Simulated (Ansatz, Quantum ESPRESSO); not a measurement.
## NaCl (Fm-3m): from Born charge to LO-TO splitting

Wanted: the LO mode of NaCl (Fm-3m) from the TO mode and the field response.

Program: Quantum ESPRESSO 7.5. Level of theory: DFT PBEsol, scalar-relativistic, plane waves, GBRV ultrasoft pseudopotentials. Results are calculated unless marked as measured.

The database entry behind the starting cell differs from later determinations by our own check (an axis about 0.4 % short against later determinations), so it need not match the best structure at ambient conditions.

## 1. The relaxed structure

The structure is cubic, space group Fm-3m (No. 225). The conventional cell has a = 5.610 Å, b = 5.610 Å, c = 5.610 Å, α = 90.00°, β = 90.00°, γ = 90.00°. Na has 6 Cl at 2.81 Å nearest. Nearest to Cl lie 6 Na at 2.81 Å. Farther neighbours and most contacts between anions are not listed.

This is the cell after its relaxation at this level of theory, not the database cell from which that began.

## 2. What the response run gave

A linear-response run on the relaxed cell, with the response to an electric field; only its zone-centre results are used. Cutoff 45 Ry, k mesh 8×8×8.

What it wrote:

```text
[banners, grids, parts of the stress and lines that vanish by symmetry left out]
Program PHONON v.7.5
     Reading xml data from directory:

[...]
Exchange-correlation= PBESOL
                           (   1   4  10   8   0   0   0)
[...]
kinetic-energy cut-off    =      45.0000  Ry
     charge density cut-off    =     270.0000  Ry
     convergence threshold     =      1.0E-18
[...]
Exchange-correlation= PBESOL
                           (   1   4  10   8   0   0   0)
[...]
q = (   0.0000000   0.0000000   0.0000000 )
     49 Sym.Ops. (with q -> -q+G )
     G cutoff =  384.3251  (  22227 G-vectors)     FFT grid: ( 40, 40, 40)
     G cutoff =  256.2167  (  12051 G-vectors)  smooth grid: ( 36, 36, 36)
     number of k points=    29
[...]
Mode symmetry, O_h (m-3m)  point group:
[...]
Dielectric constant
[...]
End of electric fields calculation
          Dielectric constant in cartesian axis
          (       2.569281168       0.000000000      -0.000000000 )
          (      -0.000000000       2.569281168      -0.000000000 )
          (      -0.000000000      -0.000000000       2.569281168 )
          Effective charges (d Force / dE) in cartesian axis without acoustic sum rule applied (asr)
           atom    1  Na    Mean Z*:        1.09496
      Ex  (        1.09496       -0.00000        0.00000 )
      Ey  (       -0.00000        1.09496       -0.00000 )
      Ez  (        0.00000       -0.00000        1.09496 )
           atom    2  Cl    Mean Z*:       -1.09489
      Ex  (       -1.09489        0.00000       -0.00000 )
      Ey  (        0.00000       -1.09489        0.00000 )
      Ez  (       -0.00000        0.00000       -1.09489 )
          Effective charges Sum: Mean:        0.00007
[...]
Effective charges (d Force / dE) in cartesian axis with asr applied:
           atom    1  Na    Mean Z*:        1.09493
[...]
atom    2  Cl    Mean Z*:       -1.09493
[...]
Representation #   1 modes #   1   2   3
[...]
End of self-consistent calculation
     Convergence has been achieved
     Representation #   2 modes #   4   5   6
[...]
End of self-consistent calculation
     Convergence has been achieved
[...]
Dielectric constant in cartesian axis
          (       2.569281168       0.000000000      -0.000000000 )
          (      -0.000000000       2.569281168      -0.000000000 )
          (      -0.000000000      -0.000000000       2.569281168 )
          Effective charges (d Force / dE) in cartesian axis without acoustic sum rule applied (asr)
           atom    1  Na    Mean Z*:        1.09496
      Ex  (        1.09496       -0.00000        0.00000 )
      Ey  (       -0.00000        1.09496       -0.00000 )
      Ez  (        0.00000       -0.00000        1.09496 )
           atom    2  Cl    Mean Z*:       -1.09489
      Ex  (       -1.09489        0.00000       -0.00000 )
      Ey  (        0.00000       -1.09489        0.00000 )
      Ez  (       -0.00000        0.00000       -1.09489 )
          Effective charges Sum: Mean:        0.00007
[...]
Effective charges (d Force / dE) in cartesian axis with asr applied:
           atom    1  Na    Mean Z*:        1.09493
[...]
atom    2  Cl    Mean Z*:       -1.09493
[...]
q = (    0.000000000   0.000000000   0.000000000 )
[...]
freq (    1) =      -0.582226 [THz] =     -19.420969 [cm-1]
     freq (    2) =      -0.582226 [THz] =     -19.420969 [cm-1]
     freq (    3) =      -0.582226 [THz] =     -19.420969 [cm-1]
     freq (    4) =       4.962901 [THz] =     165.544546 [cm-1]
     freq (    5) =       4.962901 [THz] =     165.544546 [cm-1]
     freq (    6) =       4.962901 [THz] =     165.544546 [cm-1]
[...]
Mode symmetry, O_h (m-3m)  point group:
     freq (   1-   3) =        -19.4  [cm-1]   --> T_1u G_15  G_4- I
     freq (   4-   6) =        165.5  [cm-1]   --> T_1u G_15  G_4- I

   JOB DONE.
```

```
                       quantity   value
             cell volume Ω (Å³)  44.140
                 mass of Na (u)  22.990
                 mass of Cl (u)  35.450
     Born charge of Na, raw (e)   1.095
     Born charge of Cl, raw (e)  -1.095
                             ε∞   2.569
ω(TO) after the sum rule (cm⁻¹)   166.8
```

## 3. The calculation

The charges must sum to zero over the cell; taking off their mean, 0.000 e, leaves Z* = 1.095 e on Na. In the polar mode Na moves against Cl, so the reduced mass is μ = 22.99 × 35.45 / 58.44 = 13.946 u.

A longitudinal wave builds up a field that adds to the restoring force: ω(LO)² = ω(TO)² + 4π Z*² / (μ Ω ε∞), in Hartree atomic units. With μ = 25422 electron masses and Ω = 297.87 bohr³ the second term is 7.7438e-07 Ha², or 37301 cm⁻² (1 Ha = 219474.6 cm⁻¹).

So ω(LO) = √(27829 + 37301) = 255.2 cm⁻¹, and by the Lyddane-Sachs-Teller relation ε₀ = ε∞ (ω(LO)/ω(TO))² = 6.01.

## 4. Check against the program

The analysis program adds the same non-analytic term to the full matrix, here for q along (1 0 0).

What it wrote:

```text
[banner, memory and clock lines left out]
Program DYNMAT v.7.5

     Reading Dynamical Matrix from file g.dyn
     ...Force constants read
     ...epsilon and Z* read

     Polarizability (A^3 units)
     multiply by 0.656558 for Clausius-Mossotti correction
         5.512155   -0.000000   -0.000000
         0.000000    5.512155   -0.000000
        -0.000000   -0.000000    5.512155

     IR activities are in (D/A)^2/amu units

# mode   [cm-1]    [THz]      IR
    1     -0.00   -0.0000    0.0000
    2      0.00    0.0000    0.0000
    3      0.00    0.0000    0.0000
    4    166.82    5.0011    1.9833
    5    166.82    5.0011    1.9833
    6    255.20    7.6508    1.9833
```

ε₀ comes from the program's run without a direction of q.

```
    quantity  by hand  program
ω(LO) (cm⁻¹)    255.2    255.2
          ε₀     6.01     6.01
```

## 5. Summary of results

```json
{"TO mode": "166.8 cm⁻¹", "LO mode": "255.2 cm⁻¹", "static dielectric constant": "6.013"}
```

In words: The LO mode of NaCl (Fm-3m) lies at 255 cm⁻¹, 88 cm⁻¹ above the TO mode; the formula meets the program within 0.1 cm⁻¹, as it must for a cubic crystal with one polar mode. ω(LO)² − ω(TO)² goes with Z*²/ε∞: an error of 5 % in ε∞ would move the LO mode by 3.5 cm⁻¹, and semilocal functionals tend to overestimate ε∞. The acoustic modes of the response miss zero by 19 cm⁻¹, a numerical error that can touch the optical modes as well. These are harmonic values at zero temperature, at the volume of this functional, for the structure held cubic; stability elsewhere in the zone is no part of this calculation.

[Host names and launcher messages were left out of these logs when they were recorded.]

[Logs are printed without paths, hosts, clocks, repeated set-up lines and the standing remarks that a program may print on its own settings, such as how far it seeks lower states.]

[Hosts, paths, dates, database ids (printed as entryN), source tags and the programs' standing remarks are cut or masked in the printed files.]
